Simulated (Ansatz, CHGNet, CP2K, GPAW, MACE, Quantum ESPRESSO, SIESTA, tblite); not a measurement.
# Running random packing of W68Si32 (at. %) (85 atoms) with CP2K

How do the settings of CP2K change the result for random packing of W68Si32 (at. %) (85 atoms)? A plane-wave run serves as the yardstick.

Calculated with CP2K 2026.2; the method is named at each step.

## (1) The structure

The cell holds 85 atoms: 58 W and 27 Si. Cell: a = 10.997 Å, b = 10.997 Å, c = 10.997 Å, α = 90.0°, β = 90.0°, γ = 90.0°. 85 atoms (58 W, 27 Si) packed at random in a cube at 14.3 g/cm³ and pushed apart as soft spheres; a start for melting by ab initio MD, not an equilibrated structure. Then every atom was moved at random, 0.02 Å r.m.s. a Cartesian component.

The yardstick, on the same geometry:

* method: Kohn-Sham DFT, PBE, PAW, plane waves (Ansatz 0.2.0); cutoff 420 eV, Γ point, fermi-dirac smearing of 0.05 eV; PAW set soft_2
* r.m.s. force component: 1.669 eV/Å
* longest force: 5.972 eV/Å
* pressure: 26.99 GPa
* SCF cycles: 9
* time: 14 s on 8 threads of Arm Neoverse V2, shared host
* CPU time: 1.7 min

## (2) PBE, DZVP-MOLOPT-SR, 350/50 Ry, diagonalisation

Method: Kohn-Sham DFT, PBE, GTH-PBE pseudopotentials, Gaussian and plane waves, DZVP-MOLOPT-SR-GTH, diagonalisation.

Contents of input.inp:

```
&GLOBAL
  PROJECT cell
  RUN_TYPE ENERGY_FORCE
  PRINT_LEVEL LOW
&END GLOBAL
&FORCE_EVAL
  METHOD QS
  STRESS_TENSOR ANALYTICAL
  &DFT
    BASIS_SET_FILE_NAME BASIS_MOLOPT
    POTENTIAL_FILE_NAME GTH_POTENTIALS
    &MGRID
      CUTOFF 350
      REL_CUTOFF 50
    &END MGRID
    &QS
      EPS_DEFAULT 1.0E-12
    &END QS
    &SCF
      SCF_GUESS ATOMIC
      EPS_SCF 1.0E-06
      MAX_SCF 200
      ADDED_MOS 67
      &DIAGONALIZATION
        ALGORITHM STANDARD
      &END DIAGONALIZATION
      &SMEAR ON
        METHOD FERMI_DIRAC
        ELECTRONIC_TEMPERATURE [K] 580
      &END SMEAR
      &MIXING
        METHOD BROYDEN_MIXING
        ALPHA 0.15
        NBROYDEN 8
      &END MIXING
      &PRINT
        &RESTART OFF
        &END RESTART
      &END PRINT
    &END SCF
    &XC
      &XC_FUNCTIONAL PBE
      &END XC_FUNCTIONAL
    &END XC
    &PRINT
      &MULLIKEN ON
      &END MULLIKEN
      &LOWDIN ON
      &END LOWDIN
      &MO ON
        EIGENVALUES T
        OCCUPATION_NUMBERS T
        MO_INDEX_RANGE 449 472
        &EACH
          QS_SCF 0
        &END EACH
        ADD_LAST NUMERIC
      &END MO
    &END PRINT
  &END DFT
  &SUBSYS
    &CELL
      A 10.99740 0.00000 0.00000
      B 0.00000 10.99740 0.00000
      C 0.00000 0.00000 10.99740
    &END CELL
    &COORD
      SCALED
      W 0.95017 0.75453 0.06858
      W 0.79734 0.61216 0.15600
      W 0.71822 0.43554 0.04299
      W 0.50166 0.49535 0.63838
      W 0.29484 0.73318 0.19918
      W 0.65218 0.90658 0.74726
      W 0.31549 0.06973 0.45087
      W 0.50235 0.48589 0.94159
      W 0.58709 0.14114 0.43911
      W 0.46533 0.78854 0.34043
      W 0.22342 0.62877 0.57106
      W 0.41789 0.25408 0.64038
      W 0.24398 0.39709 0.58226
      W 0.91316 0.91096 0.88286
      W 0.33066 0.54270 0.07857
      W 0.33801 0.44788 0.78401
      W 0.65912 0.13160 0.70808
      W 0.85993 0.85623 0.66626
      W 0.03173 0.71746 0.82797
      W 0.16695 0.72116 0.01030
      W 0.11563 0.97703 0.40195
      W 0.89767 0.19401 0.46784
      W 0.38517 0.67194 0.73195
      W 0.47753 0.03403 0.61540
      W 0.88158 0.12239 0.96218
      W 0.87717 0.07810 0.68015
      W 0.96855 0.35377 0.94585
      W 0.76138 0.52617 0.36657
      W 0.99699 0.15150 0.25426
      W 0.72979 0.88889 0.12428
      W 0.95993 0.69071 0.54914
      W 0.47030 0.01534 0.29632
      W 0.18326 0.50023 0.38882
      W 0.29788 0.89911 0.63976
      W 0.13291 0.20821 0.42876
      W 0.40907 0.26879 0.37924
      W 0.60553 0.91735 0.46785
      W 0.02159 0.38990 0.50297
      W 0.55119 0.29824 0.81858
      W 0.58383 0.25460 0.21555
      W 0.33691 0.09464 0.78727
      W 0.79042 0.80033 0.32379
      W 0.84654 0.45095 0.63451
      W 0.18309 0.18793 0.64985
      W 0.49844 0.46288 0.22442
      W 0.23798 0.94932 0.20572
      W 0.79946 0.27154 0.80936
      W 0.54516 0.64586 0.09319
      W 0.83274 0.64489 0.75121
      W 0.66042 0.21795 0.00356
      W 0.07188 0.34881 0.16482
      W 0.63027 0.79132 0.94400
      W 0.05521 0.53353 0.69064
      W 0.17082 0.26512 0.89742
      W 0.40743 0.50097 0.43112
      W 0.46160 0.92475 0.87045
[... 25 atom lines left out ...]
      Si 0.60068 0.64357 0.77182
      Si 0.28472 0.19189 0.14269
      Si 0.60944 0.36790 0.41616
      Si 0.19099 0.87522 0.83755
    &END COORD
    &KIND W
      BASIS_SET DZVP-MOLOPT-SR-GTH-q14
      POTENTIAL GTH-PBE-q14
    &END KIND
    &KIND Si
      BASIS_SET DZVP-MOLOPT-SR-GTH-q4
      POTENTIAL GTH-PBE-q4
    &END KIND
  &END SUBSYS
  &PRINT
    &FORCES ON
    &END FORCES
    &STRESS_TENSOR ON
    &END STRESS_TENSOR
  &END PRINT
&END FORCE_EVAL
```

Run with:

```sh
> OMP_NUM_THREADS=1 mpirun -np 4 cp2k.psmp -i input.inp > output.txt
```

Numbers of over 12 decimals in the logs are rounded to 6 here.

The log of the run:

```text
CP2K| version string:                                       CP2K version 2026.2
 CP2K| Input file name                                                 input.inp
 GLOBAL| Basis set file name                                        BASIS_MOLOPT
 GLOBAL| Potential file name                                      GTH_POTENTIALS
 GLOBAL| Run type                                                   ENERGY_FORCE
 GLOBAL| Total number of message passing processes                             4
 GLOBAL| Number of threads for this process                                    1
 TOTAL NUMBERS AND MAXIMUM NUMBERS
  Total number of            - Atomic kinds:                                   2
                             - Atoms:                                         85
                             - Shell sets:                                    85
                             - Shells:                                       599
                             - Primitive Cartesian functions:                456
                             - Cartesian basis functions:                   2176
                             - Spherical basis functions:                   1859
  Maximum angular momentum of- Orbital basis functions:                        3
                             - Local part of the GTH pseudopotential:          2
                             - Non-local part of the GTH pseudopotential:      4
 SCF PARAMETERS         Density guess:                                    ATOMIC
                        max_scf:                                             200
                        eps_scf:                                        1.00E-06
                        added MOs                                        67    0
                        Mixing method:                            BROYDEN_MIXING
                                                charge density mixing in g-space
                        Smear method:                                FERMI_DIRAC
                        Electronic temperature [K]:                        580.0
                        Electronic temperature [a.u.]:                  1.84E-03
                        Accuracy threshold:                             1.00E-10
 Extrapolation method: initial_guess
 Number of electrons:                                                        920
 Number of occupied orbitals:                                                460
 Number of molecular orbitals:                                               527
 Number of orbital functions:                                               1859
 Number of independent orbital functions:                                   1859
 SCF WAVEFUNCTION OPTIMIZATION
  Step     Update method      Time    Convergence         Total energy    Change
     1 NoMix/Diag. 0.15E+00    6.4     1.30498872     -4101.4079991305 -4.10E+03
     2 Broy./Diag. 0.15E+00    8.7     0.27947204     -4079.1597659283  2.22E+01
     3 Broy./Diag. 0.15E+00    8.7     0.06290905     -4078.0416782835  1.12E+00
     4 Broy./Diag. 0.15E+00    8.9     0.10021453     -4070.6959963552  7.35E+00
     5 Broy./Diag. 0.15E+00    8.9     0.02843149     -4064.9750852503  5.72E+00
     6 Broy./Diag. 0.15E+00    8.8     0.02212429     -4062.0208696260  2.95E+00
     7 Broy./Diag. 0.15E+00    9.0     0.01528564     -4060.8039042350  1.22E+00
[...]
20 Broy./Diag. 0.15E+00    8.8     0.00000193     -4061.4936605186 -4.83E-04
    21 Broy./Diag. 0.15E+00    8.9     0.00000383     -4061.4937246970 -6.42E-05
    22 Broy./Diag. 0.15E+00    8.9     0.00000068     -4061.4936511209  7.36E-05
  *** SCF run converged in    22 steps ***
  Electronic density on regular grids:       -919.9999999998        0.0000000002
  Core density on regular grids:              919.9999999989       -0.0000000011
  Total charge density on r-space grids:       -0.0000000009
  Total charge density g-space grids:          -0.0000000009
  Overlap energy of the core charge distribution:               2.28816e-06
  Self energy of the core charge distribution:              -6215.583560
  Core Hamiltonian energy:                                   1360.976730
  Hartree energy:                                            1278.059211
  Exchange-correlation energy:                               -484.926061
  Electronic entropic energy:                                  -0.019973
  Fermi energy:                                                 0.496539
  Total energy:                                             -4061.493651
  Total energy (extrapolated to T->0):                      -4061.483665
 MO| EIGENVALUES AND OCCUPATION NUMBERS
 MO|
 MO|  Index      Eigenvalue [a.u.]        Eigenvalue [eV]             Occupation
 MO|    449               0.483081              13.145304               1.998686
 MO|    450               0.483297              13.151176               1.998522
 MO|    451               0.485172              13.202193               1.995903
 MO|    452               0.487553              13.266984               1.985105
 MO|    453               0.487622              13.268857               1.984540
 MO|    454               0.489456              13.318772               1.958580
[...]
MO|    470               0.506961              13.795114               0.006843
 MO|    471               0.508393              13.834079               0.003144
 MO|    472               0.509194              13.855865               0.002034
 MO| Sum:                                                             920.000000
 MO| E(Fermi):            0.496539 a.u.         13.511508 eV
 !-----------------------------------------------------------------------------!
                     Mulliken Population Analysis
 #  Atom  Element  Kind  Atomic population                           Net charge
       1     W        1         14.088573                             -0.088573
       2     W        1         13.957286                              0.042714
       3     W        1         14.104616                             -0.104616
       4     W        1         13.982405                              0.017595
       5     W        1         13.935868                              0.064132
       6     W        1         14.056810                             -0.056810
[...]
# Total charge                            920.000000                  0.000000
 !-----------------------------------------------------------------------------!
 LOWDIN POPULATION ANALYSIS
 #  Atom  Element  Kind  Atomic population                           Net charge
[...]
83     Si       2          3.523098                              0.476902
      84     Si       2          3.700839                              0.299161
      85     Si       2          3.439481                              0.560519
 # Total charge                            920.000000                  0.000000
 ENERGY| Total FORCE_EVAL ( QS ) energy [hartree]          -4061.493528
 FORCES| Atomic forces [hartree/bohr]
 FORCES|   Atom     x               y               z               |f|
 FORCES|      1  2.58577048E-03  2.52124510E-02  2.63307559E-02   3.65467180E-02
 FORCES|      2 -3.22921363E-02  3.94178357E-02  3.43235561E-02   6.14382157E-02
 FORCES|      3 -1.22175902E-02 -1.12860283E-02  4.48735460E-03   1.72273125E-02
 FORCES|      4  5.07529278E-02  2.17961294E-02 -2.84036554E-02   6.21103741E-02
 FORCES|      5 -3.68256276E-03 -2.97983525E-02  1.45512220E-02   3.33652685E-02
 FORCES|      6  2.64078490E-02 -3.03728342E-02 -9.23064359E-03   4.12927151E-02
[...]
FORCES|     83 -9.37907082E-03 -2.70390622E-02  2.04573697E-02   3.51792813E-02
 FORCES|     84 -2.60919623E-02  4.06897675E-02 -3.33163045E-02   5.87062503E-02
 FORCES|     85  1.96071179E-02  2.94620251E-02 -3.53722054E-03   3.55663032E-02
 FORCES| Sum    -5.50062053E-04 -8.97849867E-04  2.20724072E-04
 FORCES| Total atomic force                                       1.07583538E-03
 STRESS| Analytical stress tensor [bar]
 STRESS|                        x                   y                   z
 STRESS|      x        2.44805618542E+05   4.44133619662E+03   9.03830793312E+03
 STRESS|      y        4.44133619662E+03   2.79835851643E+05  -1.00655340970E+04
 STRESS|      z        9.03830793312E+03  -1.00655340970E+04   2.46145055306E+05
 STRESS| 1/3 Trace                                             2.56928841830E+05
```

Wall time 4 min (4 MPI ranks of Arm Neoverse V2, shared host); peak memory 5.1 GiB.

Banners, paths, timers and routine set-up lines are dropped from the logs unmarked, and long logs keep their key lines alone; longer cuts are marked.

Against the reference:

| Item | Value |
| --- | --- |
| r.m.s. force component | 1.638 eV/Å |
| r.m.s. difference of force components | 52.43 meV/Å |
| longest difference of force vectors | 209.3 meV/Å |
| force difference over r.m.s. force | 3.141 % |
| slope of forces against the reference's | 0.9809 |
| correlation of force components | 0.9997 |
| pressure | 25.69 GPa |
| pressure difference | -1.299 GPa |

Length of the force difference by element (eV/Å):

```csv
element,atoms,mean,most
Si,27,0.034,0.074
W,58,0.098,0.21
```

The surroundings of Si83, picked at random, nearest first, numbered as they follow in the input and with coordinates relative to it.

```csv
atom,x,y,z,distance (Å),bonds,Mulliken charge (e),Fx,Fy,Fz (eV/Å)
Si83,0.00,0.00,0.00,0.00,7,0.08,-0.48,-1.39,1.05
Si60,0.05,2.02,0.85,2.19,7,-0.01,-0.04,1.06,1.21
Si76,0.26,-1.76,-1.50,2.33,6,-0.10,0.58,-3.67,0.65
Si79,1.67,-0.18,-1.85,2.49,7,0.03,1.35,3.31,-0.46
Si63,-1.85,-1.28,-1.50,2.70,7,0.00,-2.31,-0.42,3.04
W46,-0.51,-2.67,0.69,2.80,8,0.06,-0.03,2.23,-0.10
W51,-2.34,1.73,0.24,2.92,7,-0.17,2.58,-0.99,-0.91
W36,1.37,0.85,2.60,3.06,10,-0.05,-3.05,0.92,-1.66
W54,-1.25,0.81,-2.70,3.08,9,0.02,1.06,-1.24,0.41
```

Forces lie 3.1 % from the reference's, at 9.3 times its CPU time (on 4 against 8 cores).

The difference per atom is largest on W (0.098 eV/Å on average, against 0.034 on Si).

[end of part 1 of 2]

[Also dropped from logs without a mark: logging warnings of Python, and SIESTA's first energy breakdown and zero terms.]

[Logs are printed without paths, hosts, clocks, repeated set-up lines and the standing remarks that a program may print on its own settings, such as how far it seeks lower states.]

[Hosts, paths, dates, database ids (printed as entryN), source tags and the programs' standing remarks are cut or masked in the printed files.]
